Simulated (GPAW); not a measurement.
# Screening of a field by H-SiC-H chair monolayer

How does H-SiC-H chair monolayer screen a perpendicular field?

Method: GPAW, PAW setups; layer in a repeated cell with vacuum, relaxation of atoms and in-plane cell, in the first sound run; inputs show where later runs differ, in GPAW 26.7.0.

**1. The starting structure**

The cell holds 4 atoms: 2 H, 1 C and 1 Si. Cell: a = 3.086 Å, b = 3.086 Å, c = 19.113 Å, α = 90.0°, β = 90.0°, γ = 120.0°. Vacuum lies along c.

**2. Relaxation**

The atoms are relaxed first, since the surface dipole, and with it the work function, follows the positions of the outer layers.

run.py reads:

```python
import json
import numpy as np
from ase import Atoms
from ase.filters import FrechetCellFilter
from ase.optimize import BFGS
from gpaw import GPAW, PW

slab = Atoms(
    ['H', 'C', 'Si', 'H'],
    positions=[
        [1.54275, 0.89071, 8.00000],
        [1.54275, 0.89071, 9.07000],
        [-0.00000, 1.78141, 9.69333],
        [-0.00000, 1.78141, 11.11333]],
    cell=[[3.0855, 0.0, 0.0], [-1.54275, 2.67212, 0.0], [0.0, 0.0, 19.1133]],
    pbc=[True, True, True])

slab.calc = GPAW(mode=PW(600), xc='PBE', kpts={'size': (12, 12, 1), 'gamma': True},
                 occupations={'name': 'fermi-dirac', 'width': 0.05}, nbands='200%',
                 convergence={'density': 1e-05}, maxiter=200,
                 symmetry={'tolerance': 1e-3}, txt='slab.txt')
result = {}
# The in-plane cell is free; stress needs a cell that repeats along all three vectors
path = []
opt = BFGS(FrechetCellFilter(slab, mask=[1, 1, 0, 0, 0, 1]), maxstep=0.2)
opt.attach(lambda: path.append((slab.get_potential_energy(), slab.positions.tolist(), slab.get_forces().tolist())))
result['relaxed'] = bool(opt.run(fmax=0.02, steps=45))
result['path'] = path
result['cell'] = slab.cell.tolist()
print('in-plane lattice', slab.cell.cellpar().round(4)[[0, 1, 5]])
energy = slab.get_potential_energy()
fermi = slab.calc.get_fermi_level()
v = slab.calc.get_electrostatic_potential().mean((0, 1)) - fermi
n = slab.calc.get_pseudo_density().mean((0, 1))
L = slab.cell[2, 2]
z = np.arange(len(v)) * L / len(v)
low, high = slab.positions[:, 2].min(), slab.positions[:, 2].max()
below, above = np.interp([low - 5.8, high + 5.8], z, v)
slopes = [np.interp(x, z, np.gradient(v, z)) for x in (low - 5.8, high + 5.8)]
eps = np.array([[slab.calc.get_eigenvalues(k, s) for k in range(len(slab.calc.get_ibz_k_points()))]
                for s in range(slab.calc.get_number_of_spins())]) - fermi
top, bottom = eps[eps < 0].max(), eps[eps > 0].min()
dipole = slab.get_dipole_moment()[2]
print(f'energy {energy:.4f} eV, Fermi level {fermi:.4f} eV, dipole {dipole:.5f} e A')
print(f'potential 5.8 A off the faces, from the Fermi level: lower {below:.4f} eV, upper {above:.4f} eV')
print(f'slope of the potential there: lower {slopes[0]:.5f}, upper {slopes[1]:.5f} eV/A')
print(f'nearest levels on the mesh: {top:.4f} and {bottom:.4f} eV')
print('magnetic moment', round(slab.get_magnetic_moment(), 3))
result.update(energy=energy, fermi=fermi, dipole=dipole, below=below, above=above, slopes=slopes, edges=[top, bottom],
              z=z.tolist(), v=v.tolist(), n=n.tolist(), positions=slab.positions.tolist(),
              forces=slab.get_forces(apply_constraint=False).tolist(), moments=slab.get_magnetic_moments().tolist())
json.dump(result, open('result.json', 'w'))
```

Launch:

```
> OMP_NUM_THREADS=1 OPENBLAS_NUM_THREADS=1 python run.py
```

Log:

```text
Step          Energy          fmax
BFGS:    0      -21.751795        2.140169
BFGS:    1      -21.834153        0.483551
BFGS:    2      -21.841634        0.274641
BFGS:    3      -21.849852        0.215994
BFGS:    4      -21.853294        0.177625
BFGS:    5      -21.855612        0.146030
BFGS:    6      -21.856394        0.091399
BFGS:    7      -21.857072        0.109432
BFGS:    8      -21.857686        0.098491
BFGS:    9      -21.858048        0.047500
BFGS:   10      -21.858113        0.008884
in-plane lattice [  3.129   3.129 120.   ]
energy -21.8581 eV, Fermi level -1.5310 eV, dipole -0.09957 e A
potential 5.8 A off the faces, from the Fermi level: lower 3.1738 eV, upper 3.6552 eV
slope of the potential there: lower -0.11127, upper -0.11106 eV/A
nearest levels on the mesh: -1.9655 and 2.0108 eV
magnetic moment 0.0
```

Elapsed: 2.9 min, on 1 thread of Arm Neoverse V1, shared host; peak memory 0.3 GiB.

This step gave:

```
dipole along the normal                    : -0.09957 e·Å
levels nearest the Fermi level on the mesh : -1.965, 2.011 eV from the Fermi level
```

Electrostatic potential energy of an electron (without an applied field's), less the Fermi level, planar mean against z:

z (Å), electrostatic potential energy of an electron (without an applied field's), less the Fermi level, planar mean (eV) and a bar from the least value:
```
      0.0        3.4 #############################
      0.5        3.4 #############################
      1.0        3.3 #############################
      1.5        3.2 #############################
      2.0        3.2 #############################
      2.5        3.1 #############################
      3.0        3.1 #############################
      3.5        3.0 #############################
      4.0        3.0 ############################
      4.5        2.9 ############################
      5.0        2.9 ############################
      5.5        2.8 ############################
      6.0        2.7 ############################
      6.5        2.7 ############################
      7.0        2.5 ############################
      7.5        1.8 ###########################
      8.0       -0.3 ########################
      8.5       -1.5 ######################
      9.0      -14.5 #####
      9.5      -18.0 
     10.0      -11.0 #########
     10.5       -1.2 #######################
     11.0        1.0 ##########################
     11.5        2.7 ############################
     12.0        3.9 ##############################
     12.5        4.1 ##############################
     13.0        4.1 ##############################
     13.5        4.0 ##############################
     14.0        4.0 ##############################
     14.5        3.9 ##############################
     15.0        3.9 ##############################
     15.5        3.8 ##############################
     16.0        3.8 ##############################
     16.5        3.7 #############################
     17.0        3.7 #############################
     17.5        3.6 #############################
     18.0        3.5 #############################
     18.5        3.5 #############################
     19.0        3.4 #############################
```

Table of pseudo valence density, planar mean by z:

```tsv
z (Å)	pseudo valence density, planar mean (e/Å³)
0.00	0
0.53	0
1.06	0
1.59	0
2.12	0
2.48	0
3.01	0
3.54	0
4.07	8.7e-7
4.60	4.7e-6
5.13	2.4e-5
5.66	1.2e-4
6.19	6.7e-4
6.73	0.00373
7.08	0.0120
7.61	0.0678
8.14	0.209
8.67	0.397
9.20	0.627
9.73	0.360
10.26	0.207
10.80	0.175
11.33	0.124
11.86	0.0284
12.21	0.00941
12.74	0.00177
13.27	3.3e-4
13.80	6.2e-5
14.34	1.2e-5
14.87	2.3e-6
15.40	0
15.93	0
16.46	0
16.81	0
17.34	0
17.87	0
18.41	0
18.94	0
```

The relaxation lowered the energy of the cell by 0.106 eV (energies extrapolated to zero smearing; the optimiser's log prints free energies). The largest force left on a free atom is 0.0089 eV/Å.

**3. The slab's potential**

The work function is the vacuum plateau of the electrostatic potential less the Fermi level; a dipole layer lets the two faces have plateaus of their own.

This step: GPAW, PAW setups; slab in vacuum (GPAW 26.7.0).

The cell differs from the one that the last finished run ended in (c 19.113 → 19.182 Å).

run.py: that of step 2 with these lines changed.

```diff
@@ -3,4 +3,2 @@
 from ase import Atoms
-from ase.filters import FrechetCellFilter
-from ase.optimize import BFGS
 from gpaw import GPAW, PW
@@ -10,22 +8,15 @@
     positions=[
-        [1.54275, 0.89071, 8.00000],
-        [1.54275, 0.89071, 9.07000],
-        [-0.00000, 1.78141, 9.69333],
-        [-0.00000, 1.78141, 11.11333]],
-    cell=[[3.0855, 0.0, 0.0], [-1.54275, 2.67212, 0.0], [0.0, 0.0, 19.1133]],
-    pbc=[True, True, True])
+        [1.56451, 0.90327, 8.00000],
+        [1.56451, 0.90327, 9.10794],
+        [-0.00000, 1.80654, 9.68316],
+        [-0.00000, 1.80654, 11.18235]],
+    cell=[[3.12903, 0.0, 0.0], [-1.56451, 2.70981, 0.0], [0.0, 0.0, 19.1824]],
+    pbc=[True, True, False])
 
-slab.calc = GPAW(mode=PW(600), xc='PBE', kpts={'size': (12, 12, 1), 'gamma': True},
+slab.calc = GPAW(mode=PW(500), xc='PBE', kpts={'size': (12, 12, 1), 'gamma': True},
                  occupations={'name': 'fermi-dirac', 'width': 0.05}, nbands='200%',
                  convergence={'density': 1e-05}, maxiter=200,
+                 poissonsolver={'dipolelayer': 'xy'},
                  symmetry={'tolerance': 1e-3}, txt='slab.txt')
 result = {}
-# The in-plane cell is free; stress needs a cell that repeats along all three vectors
-path = []
-opt = BFGS(FrechetCellFilter(slab, mask=[1, 1, 0, 0, 0, 1]), maxstep=0.2)
-opt.attach(lambda: path.append((slab.get_potential_energy(), slab.positions.tolist(), slab.get_forces().tolist())))
-result['relaxed'] = bool(opt.run(fmax=0.02, steps=45))
-result['path'] = path
-result['cell'] = slab.cell.tolist()
-print('in-plane lattice', slab.cell.cellpar().round(4)[[0, 1, 5]])
 energy = slab.get_potential_energy()
```

Log:

```text
energy -21.8372 eV, Fermi level -2.5027 eV, dipole -0.08183 e A
potential 5.8 A off the faces, from the Fermi level: lower 3.5058 eV, upper 5.2521 eV
slope of the potential there: lower -0.00013, upper 0.00016 eV/A
nearest levels on the mesh: -1.0071 and 2.7784 eV
magnetic moment 0.0
```

Run time: 19 s. Hardware: 1 thread; peak memory 0.19 GiB.

This step gave:

```yaml
dipole_along_the_normal: -0.08183 e·Å
levels_nearest_the_fermi_level_on_the_mesh: -1.007, 2.778 eV from the Fermi level
upper_work_function: 5.252 eV
lower_work_function: 3.506 eV
upper_ionisation_energy: 6.259 eV
```

Electrostatic potential energy of an electron (without an applied field's), less the Fermi level, planar mean against z:

z (Å), electrostatic potential energy of an electron (without an applied field's), less the Fermi level, planar mean (eV) and a bar from the least value:
```
      0.0        4.4 #############################
      0.5        3.5 ############################
      1.0        3.5 ############################
      1.5        3.5 ############################
      2.0        3.5 ############################
      2.5        3.5 ############################
      3.0        3.5 ############################
      3.5        3.5 ############################
      4.0        3.5 ############################
      4.5        3.5 ############################
      5.0        3.5 ############################
      5.5        3.5 ############################
      6.0        3.5 ############################
      6.5        3.5 ############################
      7.0        3.4 ###########################
      7.5        2.7 ###########################
      8.0        0.7 ########################
      8.5       -0.3 #######################
      9.0      -12.9 ######
      9.5      -17.0 
     10.0      -10.7 #########
     10.5       -0.5 ######################
     11.0        2.0 ##########################
     11.5        3.6 ############################
     12.0        4.9 ##############################
     12.5        5.2 ##############################
     13.0        5.2 ##############################
     13.5        5.2 ##############################
     14.0        5.3 ##############################
     14.5        5.3 ##############################
     15.0        5.3 ##############################
     15.5        5.3 ##############################
     16.0        5.3 ##############################
     16.5        5.3 ##############################
     17.0        5.3 ##############################
     17.5        5.3 ##############################
     18.0        5.3 ##############################
     18.5        5.3 ##############################
     19.0        4.8 #############################
```

Pseudo valence density, planar mean against z:

```tsv
z (Å)	pseudo valence density, planar mean (e/Å³)
5.0	1.7e-5
5.5	7.8e-5
6.0	3.7e-4
6.5	0.00174
7.0	0.00910
7.5	0.0454
8.0	0.172
8.5	0.305
9.0	0.559
9.5	0.528
10.0	0.265
10.5	0.185
11.0	0.175
11.5	0.0861
12.0	0.0203
12.5	0.00409
13.0	8.4e-4
13.5	1.7e-4
14.0	3.4e-5
```

The layer is gapped, so the Fermi level lies somewhere inside the gap, set by smearing and numerics, and these work functions are no property of the material; the band edges below the vacuum level are. The potential is flat to 1.6e-4 eV/Å where it is read, so the vacuum is wide enough.

**4. In a field**

A uniform field along the normal polarises the slab; the atoms stay fixed, so this is the electronic response alone.

run.py: that of step 3 with these lines changed.

```diff
@@ -4,2 +4,3 @@
 from gpaw import GPAW, PW
+from gpaw.external import ConstantElectricField
 
@@ -19,2 +20,3 @@
                  poissonsolver={'dipolelayer': 'xy'},
+                 external=ConstantElectricField(-0.2, [0, 0, 1]),
                  symmetry={'tolerance': 1e-3}, txt='slab.txt')
```

Log:

```text
energy -21.8567 eV, Fermi level -2.5026 eV, dipole -0.11373 e A
potential 5.8 A off the faces, from the Fermi level: lower 3.1664 eV, upper 5.5933 eV
slope of the potential there: lower -0.00013, upper 0.00016 eV/A
nearest levels on the mesh: -0.9945 and 3.0659 eV
magnetic moment 0.0
```

Wall time 70 s (1 thread); peak memory 0.31 GiB.

This step gave:

```yaml
dipole_along_the_normal: -0.1137 e·Å
levels_nearest_the_fermi_level_on_the_mesh: -0.9945, 3.066 eV from the Fermi level
potential_below_the_slab_the_applied_field_s_own_ramp_left_out: 3.166 eV from the Fermi level
potential_above_the_slab_the_applied_field_s_own_ramp_left_out: 5.593 eV from the Fermi level
```

Table of electrostatic potential energy of an electron (without an applied field's), less the Fermi level, planar mean by z:

z (Å), electrostatic potential energy of an electron (without an applied field's), less the Fermi level, planar mean (eV) and a bar from the least value:
```
        0        4.4 ############################
        1        3.2 ##########################
        2        3.2 ##########################
        3        3.2 ##########################
        4        3.2 ##########################
        5        3.2 ##########################
        6        3.2 ##########################
        7        3.0 ##########################
        8        0.4 ######################
        9      -13.0 
       10      -10.6 ####
       11        2.2 #########################
       12        5.2 #############################
       13        5.6 ##############################
       14        5.6 ##############################
       15        5.6 ##############################
       16        5.6 ##############################
       17        5.6 ##############################
       18        5.6 ##############################
       19        5.0 #############################
```

The dipole is now -0.114 e Å, against -0.082 in the run without a field.

**5. Field on**

run.py: that of step 4 with these lines changed.

```diff
@@ -20,3 +20,3 @@
                  poissonsolver={'dipolelayer': 'xy'},
-                 external=ConstantElectricField(-0.2, [0, 0, 1]),
+                 external=ConstantElectricField(-0.1, [0, 0, 1]),
                  symmetry={'tolerance': 1e-3}, txt='slab.txt')
```

Log:

```text
energy -21.8461 eV, Fermi level -2.5177 eV, dipole -0.09778 e A
potential 5.8 A off the faces, from the Fermi level: lower 3.3510 eV, upper 5.4377 eV
slope of the potential there: lower -0.00013, upper 0.00016 eV/A
nearest levels on the mesh: -0.9853 and 2.9734 eV
magnetic moment 0.0
```

The job ended after 69 s (1 thread; peak memory 0.31 GiB).

This step gave:

```yaml
dipole_along_the_normal: -0.09778 e·Å
levels_nearest_the_fermi_level_on_the_mesh: -0.9853, 2.973 eV from the Fermi level
potential_below_the_slab_the_applied_field_s_own_ramp_left_out: 3.351 eV from the Fermi level
potential_above_the_slab_the_applied_field_s_own_ramp_left_out: 5.438 eV from the Fermi level
```

Table of electrostatic potential energy of an electron (without an applied field's), less the Fermi level, planar mean by z:

```tsv
z (Å)	electrostatic potential energy of an electron (without an applied field's), less the Fermi level, planar mean (eV)
0.0	4.39
0.5	3.35
1.0	3.35
1.5	3.35
2.0	3.35
2.5	3.35
3.0	3.35
3.5	3.35
4.0	3.35
4.5	3.35
5.0	3.35
5.5	3.35
6.0	3.34
6.5	3.32
7.0	3.20
7.5	2.60
8.0	0.557
8.5	-0.361
9.0	-12.9
9.5	-17.0
10.0	-10.6
10.5	-0.413
11.0	2.12
11.5	3.72
12.0	5.08
12.5	5.36
13.0	5.42
13.5	5.43
14.0	5.44
14.5	5.44
15.0	5.44
15.5	5.44
16.0	5.44
16.5	5.44
17.0	5.44
17.5	5.44
18.0	5.44
18.5	5.44
19.0	4.94
```

The dipole is now -0.0978 e Å, against -0.082 in the run without a field.

**6. Field on**

run.py: that of step 5 with these lines changed.

```diff
@@ -20,3 +20,3 @@
                  poissonsolver={'dipolelayer': 'xy'},
-                 external=ConstantElectricField(-0.1, [0, 0, 1]),
+                 external=ConstantElectricField(-0.05, [0, 0, 1]),
                  symmetry={'tolerance': 1e-3}, txt='slab.txt')
```

Log:

```text
energy -21.8414 eV, Fermi level -2.5258 eV, dipole -0.08981 e A
potential 5.8 A off the faces, from the Fermi level: lower 3.4440 eV, upper 5.3605 eV
slope of the potential there: lower -0.00013, upper 0.00016 eV/A
nearest levels on the mesh: -0.9805 and 2.8946 eV
magnetic moment 0.0
```

It took 69 s on 1 thread; peak memory 0.31 GiB.

**7. In a field**

run.py: that of step 6 with these lines changed.

```diff
@@ -20,3 +20,3 @@
                  poissonsolver={'dipolelayer': 'xy'},
-                 external=ConstantElectricField(-0.05, [0, 0, 1]),
+                 external=ConstantElectricField(0.05, [0, 0, 1]),
                  symmetry={'tolerance': 1e-3}, txt='slab.txt')
```

Log:

```text
energy -21.8333 eV, Fermi level -2.5432 eV, dipole -0.07385 e A
potential 5.8 A off the faces, from the Fermi level: lower 3.6314 eV, upper 5.2073 eV
slope of the potential there: lower -0.00013, upper 0.00016 eV/A
nearest levels on the mesh: -0.9704 and 2.7190 eV
magnetic moment 0.0
```

Run time: 69 s. Hardware: 1 thread; peak memory 0.31 GiB.

Electrostatic potential energy of an electron (without an applied field's), less the Fermi level, planar mean against z:

```tsv
z (Å)	electrostatic potential energy of an electron (without an applied field's), less the Fermi level, planar mean (eV)
0.0	4.42
0.5	3.63
1.0	3.63
1.5	3.63
2.0	3.63
2.5	3.63
3.0	3.63
3.5	3.63
4.0	3.63
4.5	3.63
5.0	3.63
5.5	3.63
6.0	3.62
6.5	3.60
7.0	3.48
7.5	2.85
8.0	0.778
8.5	-0.195
9.0	-12.8
9.5	-17.0
10.0	-10.6
10.5	-0.499
11.0	1.97
11.5	3.52
12.0	4.86
12.5	5.14
13.0	5.19
13.5	5.20
14.0	5.21
14.5	5.21
15.0	5.21
15.5	5.21
16.0	5.21
16.5	5.21
17.0	5.21
17.5	5.21
18.0	5.21
18.5	5.21
19.0	4.83
```

[end of part 1 of 2]

[Logs are printed without paths, hosts, clocks, repeated set-up lines and the standing remarks that a program may print on its own settings, such as how far it seeks lower states.]

[Hosts, paths, dates, database ids (printed as entryN), source tags and the programs' standing remarks are cut or masked in the printed files.]
